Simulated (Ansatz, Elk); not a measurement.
## ScMo: X-ray structure factors from the self-consistent density

The structure of ScMo used here is made up (a known structure type with other elements) and was relaxed beforehand with PBEsol. The aim is the Fourier transform of its all-electron density, F(hkl), set beside the sum over free spherical atoms that refinements use.

Main program and level: Elk 11.2.3 (patched build); DFT, PBE, all-electron APW+lo, Dirac cores, scalar-relativistic bands, static density, no spin.

The structure was built from a prototype and need not be the compound's stable phase.

### Step 1. The structure

Symmetry: P-6m2, No. 187, hexagonal system. Conventional cell: a = 2.921 Å, b = 2.921 Å, c = 4.837 Å, α = 90.00°, β = 90.00°, γ = 120.00°. Mo has 6 Mo at 2.92 Å and 6 Sc at 2.95 Å nearest. Nearest to Sc lie 6 Sc at 2.92 Å and 6 Mo at 2.95 Å. Farther neighbours are not listed.

### Step 2. Ground state and structure factors

An all-electron density is needed, since X-rays see the cores too. Task 0 finds the density and task 195 Fourier-transforms it; tshift is off so that phases refer to the origin typed.

elk.in

```
tasks
  0
  195

xctype
  20

spinpol
  .false.

rgkmax
  7.0

gmaxvr
  14.0

lmaxo
  7

lmaxapw
  8

swidth
  0.002

tshift
  .false.

ramdisk
  .false.

hmaxvr
  5.5

maxscl
  120

epspot
  1e-06

sppath
  './'

avec
  5.51904252940 -0.00000000000 0.00000000000
  -2.75952126470 4.77963103503 0.00000000000
  0.00000000000 0.00000000000 9.13995545380

atoms
  2
  'Mo.in'
  1
  0.6666666667 0.3333333333 0.5000000000   0.000000 0.000000 0.000000
  'Sc.in'
  1
  -0.0000000000 0.0000000000 0.0000000000   0.000000 0.000000 0.000000

ngridk
  9 9 5
```

Started as:

```sh
OMP_NUM_THREADS=4 elk
```

Numbers of over 12 decimals in the logs are rounded to 6 here.

Output:

```text
┌─────────────────────────┐
│ Elk code version 11.2.3 │
└─────────────────────────┘

All units are atomic (Hartree, Bohr, etc.)

┌─────────────────────────────────────────────────┐
│ Ground-state run starting from atomic densities │
└─────────────────────────────────────────────────┘

Lattice vectors :
   5.519042529      -0.000000000       0.000000000
  -2.759521265       4.779631035       0.000000000
   0.000000000       0.000000000       9.139955454

Reciprocal lattice vectors :
   1.138455678      0.6572876924      -0.000000000
   0.000000000       1.314575385      -0.000000000
  -0.000000000      -0.000000000      0.6874415678

Unit cell volume      :    241.1027657
Brillouin zone volume :    1.028815297

Muffin-tin inner radius fraction :   0.1000000000E-01

Nuclei treated as point charges

Species : 1 (Mo)
 parameters loaded from : Mo.in
 name : molybdenum
 nuclear charge    :   -42.00000000
 electronic charge :    42.00000000
 atomic mass :    174887.9214
 muffin-tin radius :    2.600000000
 number of radial points in muffin-tin :   1193
 inner part over the whole radius :   0.9897744308E-02
 number on inner part of muffin-tin    :    848
 approximate nuclear radius :   0.8334154960E-04
 number of mesh points to nuclear radius :    419
 atomic positions (lattice), magnetic fields (Cartesian) :
  1 :   0.66666667  0.33333333  0.50000000    0.00000000  0.00000000  0.00000000

Species : 2 (Sc)
 parameters loaded from : Sc.in
 name : scandium
 nuclear charge    :   -21.00000000
 electronic charge :    21.00000000
 atomic mass :    81949.61073
 muffin-tin radius :    2.400000000
 number of radial points in muffin-tin :    993
 inner part over the whole radius :   0.9898716403E-02
 number on inner part of muffin-tin    :    698
 approximate nuclear radius :   0.6711386133E-04
 number of mesh points to nuclear radius :    323
 atomic positions (lattice), magnetic fields (Cartesian) :
  1 :   0.00000000  0.00000000  0.00000000    0.00000000  0.00000000  0.00000000

Total number of atoms per unit cell :    2
Total muffin-tin volume :    131.5280124
 ratio of muffin-tin to unit cell volume :   0.5455267676

Spin treatment :
 spin-unpolarised

Number of Bravais lattice symmetries :   24
Number of crystal symmetries         :   12
Crystal has no inversion symmetry
Complex Hermitian eigensolver will be used

k-point grid :      9     9     5
k-point offset :    0.000000000       0.000000000       0.000000000
k-point set is reduced with full crystal symmetry group
Total number of k-points :       57

Muffin-tin radius times maximum |G+k| :    7.000000000
 using average radius
Maximum |G+k| for APW functions       :    2.800000000
Maximum (1/2)|G+k|²                   :    3.920000000
Maximum |G| for potential and density :    14.00000000
Constant for pseudocharge density :    9
 order of it for each species :   16  16
 order of it for pair densities of each species (exact exchange by exxq0 0: 17) :   11   9
Radial integration step length :    1

G-vector grid sizes :     25    25    42
Number of G-vectors :    11249

Maximum angular momentum used for
 APW functions            :    8
 outer part of muffin-tin :    7
 inner part of muffin-tin :    2

Total nuclear charge    :   -63.00000000
Total core charge       :    38.00000000
Total valence charge    :    25.00000000
Total excess charge     :    0.000000000
Total electronic charge :    63.00000000

Effective Wigner radius, rₛ :   0.9703409160

Number of empty states         :      8
Total number of valence states :     21
Total number of core states    :     38

Third-order local-orbitals added for an l without core states : T
Total number of local-orbitals :     36

Exchange-correlation functional :     20     0     0
 Perdew-Burke-Ernzerhof, Phys. Rev. Lett. 77, 3865 (1996)
 gradient requirement :    1
 generalised gradient approximation (GGA)

Smearing type :    3
 Fermi-Dirac
Smearing width :   0.2000000000E-02
Effective electronic temperature (K) :    631.5500496

Mixing type :    3
[...]
Hartree                     :      1410.0939748320
 Madelung                    :     -5805.9278434272
 xc potential                :     -200.66395344133
 exchange                    :     -159.56221835241
 correlation                 :     -3.095394
 electron entropic           :    -0.74228479147454E-03
 total energy                :     -4814.0210688754

Density of states at Fermi energy :    51.68094357
 (states/Hartree/unit cell)

Estimated indirect band gap :   0.3932668429E-02
 from k-point 47 to k-point 13
Estimated direct band gap   :   0.2225988426E-01
 at k-point 35

Charges :
 core                        :    38.00000000
 valence                     :    25.00000000
 interstitial                :    3.606802019
 muffin-tins (core leakage)
  species : 1 (Mo)
   atom 1                    :    39.56607440     ( -0.9049117011E-09)
  species : 2 (Sc)
   atom 1                    :    19.82712358     ( -0.2162223751E-06)
 total in muffin-tins        :    59.39319798
 total calculated charge     :    62.99903861
 total charge                :    63.00000000
 error                       :   0.9613853242E-03

RMS change in Kohn-Sham potential (target) :   0.4192226130     (  0.1000000000E-05)
Absolute change in total energy (target)   :   0.8409206534E-01 (  0.1000000000E-03)

[... loops 3 to 14 left out ...]

┌──────────────────┐
│ Loop number : 15 │
└──────────────────┘

Energies :
 Fermi                       :     0.338626
 sum of occupied eigenvalues :     -2852.3011235387
 electron kinetic            :      4969.3059083072
 core electron kinetic       :      4817.1059161518
 Coulomb                     :     -9620.0538023685
 Coulomb potential           :     -7609.4140688585
 nuclear-nuclear             :     -603.98103594630
 electron-nuclear            :     -10440.607676937
 Hartree                     :      1424.5349105149
 Madelung                    :     -5815.3467679392
 xc potential                :     -212.19296298740
 exchange                    :     -159.94202208666
 correlation                 :     -3.094302
 electron entropic           :    -0.87542088261665E-03
 total energy                :     -4813.7850937311

Density of states at Fermi energy :    68.07256506
 (states/Hartree/unit cell)

Estimated indirect band gap :   0.1374133114E-02
 from k-point 47 to k-point 2
Estimated direct band gap   :   0.4276186965E-02
 at k-point 47

Charges :
 core                        :    38.00000000
 valence                     :    25.00000000
 interstitial                :    3.202031872
 muffin-tins (core leakage)
  species : 1 (Mo)
   atom 1                    :    40.46152846     ( -0.2565004564E-07)
  species : 2 (Sc)
   atom 1                    :    19.33643967     ( -0.2162651889E-06)
 total in muffin-tins        :    59.79796813
 total calculated charge     :    62.99906195
 total charge                :    63.00000000
 error                       :   0.9380489020E-03

RMS change in Kohn-Sham potential (target) :   0.4094026976E-06 (  0.1000000000E-05)
Absolute change in total energy (target)   :   0.2388309258E-04 (  0.1000000000E-03)

Convergence targets achieved

┌──────────────────┐
│ Loop number : 16 │
└──────────────────┘

Energies :
 Fermi                       :     0.338626
 sum of occupied eigenvalues :     -2852.3011208405
 electron kinetic            :      4969.3059169728
 core electron kinetic       :      4817.1059195477
 Coulomb                     :     -9620.0538099177
 Coulomb potential           :     -7609.4140586983
 nuclear-nuclear             :     -603.98103594630
 electron-nuclear            :     -10440.607703420
 Hartree                     :      1424.5349294487
 Madelung                    :     -5815.3467805685
 xc potential                :     -212.19297911509
 exchange                    :     -159.94202238762
 correlation                 :     -3.094302
 electron entropic           :    -0.87541973358622E-03
 total energy                :     -4813.7850928926

Density of states at Fermi energy :    68.07245601
 (states/Hartree/unit cell)

Estimated indirect band gap :   0.1374093185E-02
 from k-point 47 to k-point 9
Estimated direct band gap   :   0.4276182384E-02
 at k-point 47

Charges :
 core                        :    38.00000000
 valence                     :    25.00000000
 interstitial                :    3.202031131
 muffin-tins (core leakage)
  species : 1 (Mo)
   atom 1                    :    40.46152980     ( -0.2565078816E-07)
  species : 2 (Sc)
   atom 1                    :    19.33643907     ( -0.2162655655E-06)
 total in muffin-tins        :    59.79796887
 total calculated charge     :    62.99906195
 total charge                :    63.00000000
 error                       :   0.9380479117E-03

┌──────────────────────────────┐
│ Self-consistent loop stopped │
└──────────────────────────────┘

Wrote STATE.OUT
```

Run time: 9.8 s. Hardware: 4 threads of Arm Neoverse V2, shared host; peak memory 0.17 GiB; 29 s of CPU time.

SFACRHO.OUT:

```text

h k l indices transformed by vhmat matrix:
   1.000000000       0.000000000       0.000000000    
   0.000000000       1.000000000       0.000000000    
   0.000000000       0.000000000       1.000000000    

      h      k      l  multipl.   |H|            Re(F)            Im(F)           |F|

      0      0      0      1   0.0000000       63.000000      0.41761584E-17   63.000000    
      0      0      1      2  0.68744157      -20.077957      0.43466414E-14   20.077957    
      1      0      0      3   1.3145754      -1.3834528      -28.648007       28.681392    
      1     -1      0      3   1.3145754      -1.3834528       28.648007       28.681392    
      0      0     -2      2   1.3748831       47.358581      0.80601644E-14   47.358581    
      0      1     -1      6   1.4834704       30.233714      -27.448354       40.834907    
     -1      1      1      6   1.4834704       30.233714       27.448354       40.834907    
     -1      1     -2      6   1.9022124      -1.6548026      -25.062777       25.117348    
      0      1     -2      6   1.9022124      -1.6548026       25.062777       25.117348    
      0      0      3      2   2.0623247      -15.815821      0.10155528E-13   15.815821    
      1     -2      0      6   2.2769114       38.225173      0.16849222E-07   38.225173    
     -1     -1     -1     12   2.3784241      -15.082285     -0.26976917E-13   15.082285    
     -1      1     -3      6   2.4456679       23.802043       22.337784       32.642210    
     -1      0      3      6   2.4456679       23.802043      -22.337784       32.642210    
      0     -2      0      3   2.6291508      -2.1150292       21.586026       21.689395    
     -2      0      0      3   2.6291508      -2.1150292      -21.586026       21.689395    
      1     -2     -2     12   2.6598175       34.946240      0.15514483E-07   34.946240    
      2      0     -1      6   2.7175374       22.316065      -21.173031       30.762055
```

Elk indexes on the primitive cell of elk.in and gives |H| = 4π sin θ/λ in inverse bohr. Below, one row stands for each form hkl of the conventional cell (m members, Friedel mates merged), F is for one primitive cell and the density is static (no thermal factor). Free-atom factors are Waasmaier and Kirfel's, and R is Σm||F|−|F'||/Σm|F|.

```tsv
hkl	m	sin θ/λ (Å⁻¹)	abs F, DFT	neutral atoms	diff.	abs of complex diff.
001	2	0.103	20.078	20.263	-0.185	0.185
100	6	0.198	28.681	28.875	-0.194	0.202
002	2	0.207	47.359	47.771	-0.412	0.412
101	12	0.223	40.835	41.196	-0.361	0.363
102	12	0.286	25.117	25.198	-0.080	0.110
003	2	0.310	15.816	15.805	+0.011	0.011
110	6	0.342	38.225	38.083	+0.143	0.143
111	12	0.358	15.082	15.004	+0.078	0.078
103	12	0.368	32.642	32.534	+0.109	0.109
200	6	0.395	21.689	21.535	+0.155	0.159
112	12	0.400	34.946	34.825	+0.122	0.122
201	12	0.409	30.762	30.618	+0.144	0.145
004	2	0.413	34.374	34.143	+0.231	0.231
202	12	0.446	20.288	20.199	+0.089	0.090
```

### Step 3. The highest occupied states alone

An energy window below the Fermi level keeps the highest occupied states, to see at which angles they scatter; shallow core shells can lie inside it and anion s states outside. No new self-consistency is needed.

Edit elk.in of step 2 so:

```diff
@@ -1,3 +1,2 @@
 tasks
-  0
   195
@@ -40,2 +39,5 @@
 
+wsfac
+  -0.102370 0.638630
+
 sppath
```

Started as:

```sh
OMP_NUM_THREADS=4 elk
```

Output:

```text
┌─────────────────────────────────┐
│ Elk code version 11.2.3 started │
└─────────────────────────────────┘

Info(readinput): the functional depends on the density's gradient
 muffin-tin radial points multiplied by    2.00000
 (not where nrmtscf is given)

┌────────────────────┐
│ Current task : 195 │
└────────────────────┘

Info(sfacrho): density structure factors written to SFACRHO.OUT

 Energy window :  -0.1023700000      0.6386300000

┌──────────────────┐
│ Elk code stopped │
└──────────────────┘
```

The job ended after 2.6 s (4 threads; peak memory 0.17 GiB; 4 s of CPU time).

States within 12 eV below the Fermi level hold 9.00 electrons; any levels below the window count with the cores. Their amplitudes can exceed the total, where window and core parts have opposite phase:

```tsv
hkl	sin θ/λ (Å⁻¹)	abs F, window	abs F, all
001	0.103	2.364	20.078
100	0.198	1.138	28.681
002	0.207	1.294	47.359
101	0.223	0.946	40.835
102	0.286	0.339	25.117
003	0.310	0.105	15.816
110	0.342	0.428	38.225
111	0.358	0.029	15.082
103	0.368	0.243	32.642
200	0.395	0.135	21.689
```

### Step 4. Another functional

The difference from free atoms is small, so it is set against the change that PBEsol makes.

Edit elk.in of step 3 so:

```diff
@@ -1,2 +1,3 @@
 tasks
+  0
   195
@@ -4,3 +5,3 @@
 xctype
-  20
+  22
 
@@ -39,5 +40,2 @@
 
-wsfac
-  -0.102370 0.638630
-
 sppath
```

Started as:

```sh
OMP_NUM_THREADS=4 elk
```

Output:

```text
┌─────────────────────────┐
│ Elk code version 11.2.3 │
└─────────────────────────┘

All units are atomic (Hartree, Bohr, etc.)

┌─────────────────────────────────────────────────┐
│ Ground-state run starting from atomic densities │
└─────────────────────────────────────────────────┘

Lattice vectors :
   5.519042529      -0.000000000       0.000000000
  -2.759521265       4.779631035       0.000000000
   0.000000000       0.000000000       9.139955454

Reciprocal lattice vectors :
   1.138455678      0.6572876924      -0.000000000
[...]
Charges :
 core                        :    38.00000000
 valence                     :    25.00000000
 interstitial                :    3.203577730
 muffin-tins (core leakage)
  species : 1 (Mo)
   atom 1                    :    40.45943203     ( -0.2440318170E-07)
  species : 2 (Sc)
   atom 1                    :    19.33699024     ( -0.2162160975E-06)
 total in muffin-tins        :    59.79642227
 total calculated charge     :    62.99905804
 total charge                :    63.00000000
 error                       :   0.9419615481E-03

┌──────────────────────────────┐
│ Self-consistent loop stopped │
└──────────────────────────────┘

Wrote STATE.OUT
[key lines of the parts left out:]
total energy                :     -4810.7354897016
```

Elapsed: 9.8 s, on 4 threads; peak memory 0.17 GiB.

Against the first run R = 0.02 %; the largest change is -0.014 at 110.

### Step 5. Basis size

A smaller basis shows how fast F responds to it; the change is likely larger than the basis error of the first run, but doesn't show convergence.

Edit elk.in of step 4 so:

```diff
@@ -5,3 +5,3 @@
 xctype
-  22
+  20
 
@@ -11,3 +11,3 @@
 rgkmax
-  7.0
+  5.5
```

Started as:

```sh
OMP_NUM_THREADS=4 elk
```

Output:

```text
┌─────────────────────────┐
│ Elk code version 11.2.3 │
└─────────────────────────┘

All units are atomic (Hartree, Bohr, etc.)

┌─────────────────────────────────────────────────┐
│ Ground-state run starting from atomic densities │
└─────────────────────────────────────────────────┘

Lattice vectors :
   5.519042529      -0.000000000       0.000000000
  -2.759521265       4.779631035       0.000000000
   0.000000000       0.000000000       9.139955454

Reciprocal lattice vectors :
   1.138455678      0.6572876924      -0.000000000
[...]
Charges :
 core                        :    38.00000000
 valence                     :    25.00000000
 interstitial                :    3.334530689
 muffin-tins (core leakage)
  species : 1 (Mo)
   atom 1                    :    40.38892167     ( -0.2637424856E-07)
  species : 2 (Sc)
   atom 1                    :    19.27654764     ( -0.2162677877E-06)
 total in muffin-tins        :    59.66546931
 total calculated charge     :    62.99923233
 total charge                :    63.00000000
 error                       :   0.7676708963E-03

┌──────────────────────────────┐
│ Self-consistent loop stopped │
└──────────────────────────────┘

Wrote STATE.OUT
[key lines of the parts left out:]
total energy                :     -4813.7165026862
```

Run time: 9.4 s. Hardware: 4 threads; peak memory 0.17 GiB; 27 s of CPU time.

Against the first run R = 0.04 %; the largest change is +0.065 at 110.

### Step 6. A coarser k-mesh

About half the k-points along each axis test the sampling.

Edit elk.in of step 5 so:

```diff
@@ -11,3 +11,3 @@
 rgkmax
-  5.5
+  7.0
 
@@ -58,2 +58,2 @@
 ngridk
-  9 9 5
+  4 4 2
```

Started as:

```sh
OMP_NUM_THREADS=4 elk
```

Output:

```text
┌─────────────────────────┐
│ Elk code version 11.2.3 │
└─────────────────────────┘

All units are atomic (Hartree, Bohr, etc.)

┌─────────────────────────────────────────────────┐
│ Ground-state run starting from atomic densities │
└─────────────────────────────────────────────────┘

Lattice vectors :
   5.519042529      -0.000000000       0.000000000
  -2.759521265       4.779631035       0.000000000
   0.000000000       0.000000000       9.139955454

Reciprocal lattice vectors :
   1.138455678      0.6572876924      -0.000000000
[...]
Charges :
 core                        :    38.00000000
 valence                     :    25.00000000
 interstitial                :    3.205316655
 muffin-tins (core leakage)
  species : 1 (Mo)
   atom 1                    :    40.46557467     ( -0.2578968861E-07)
  species : 2 (Sc)
   atom 1                    :    19.32910868     ( -0.2162685675E-06)
 total in muffin-tins        :    59.79468335
 total calculated charge     :    62.99917855
 total charge                :    63.00000000
 error                       :   0.8214499675E-03

┌──────────────────────────────┐
│ Self-consistent loop stopped │
└──────────────────────────────┘

Wrote STATE.OUT
[key lines of the parts left out:]
total energy                :     -4813.7909950916
```

The job ended after 5.7 s (4 threads; peak memory 0.17 GiB).

Against the first run R = 0.02 %; the largest change is +0.028 at 110.

### Step 7. Settings against the effect

```tsv
run	R against the first run (%)	R against neutral atoms, low angle (%)	wall time
PBE, rgkmax 7	0.00	0.70	9.8 s
PBEsol	0.02	0.72	9.8 s
rgkmax 5.5	0.04	0.74	9.4 s
k-mesh 4×4×2	0.02	0.72	5.7 s
```

### Step 8. Results

| Quantity | Value |
| --- | --- |
| R against neutral atoms, sin θ/λ < 0.3 Å⁻¹ | 0.70 % |
| R against neutral atoms, 0.3 to 0.83 Å⁻¹ | 0.32 % |

In words: Independent neutral atoms miss the calculated amplitudes by R = 0.70 % below 0.3 Å⁻¹ and 0.32 % from there to 0.83 Å⁻¹; by shells, 0.92 % below 0.15 Å⁻¹ (1 form), 0.69 % 0.15 to 0.3 (4 forms), 0.42 % 0.3 to 0.45 (9 forms), 0.30 % above 0.45 (44 forms). Bonding, aspherical density and the tables' own atoms all enter these figures, and the runs don't part them. The largest change of an amplitude is -0.41 electrons, at 002. R counts amplitudes alone; phases shift too. The window's part falls from 9.0 electrons at the origin to at most 0.13 between 0.45 and 0.83 Å⁻¹. Below 0.3 Å⁻¹ the changes that finished (PBEsol, rgkmax 5.5 and k-mesh 4×4×2) move F by R = 0.08 % at most, against the 0.70 % that separates it from free atoms. These runs have no spin, though d or f shells may be open. Part of the difference isn't bonding: the tables are fits to free atoms and ions calculated by other methods than this functional. Thermal motion, anomalous dispersion and extinction are left out.

[Logs are printed without paths, hosts, clocks, repeated set-up lines and the standing remarks that a program may print on its own settings, such as how far it seeks lower states.]

[Hosts, paths, dates, database ids (printed as entryN), source tags and the programs' standing remarks are cut or masked in the printed files.]
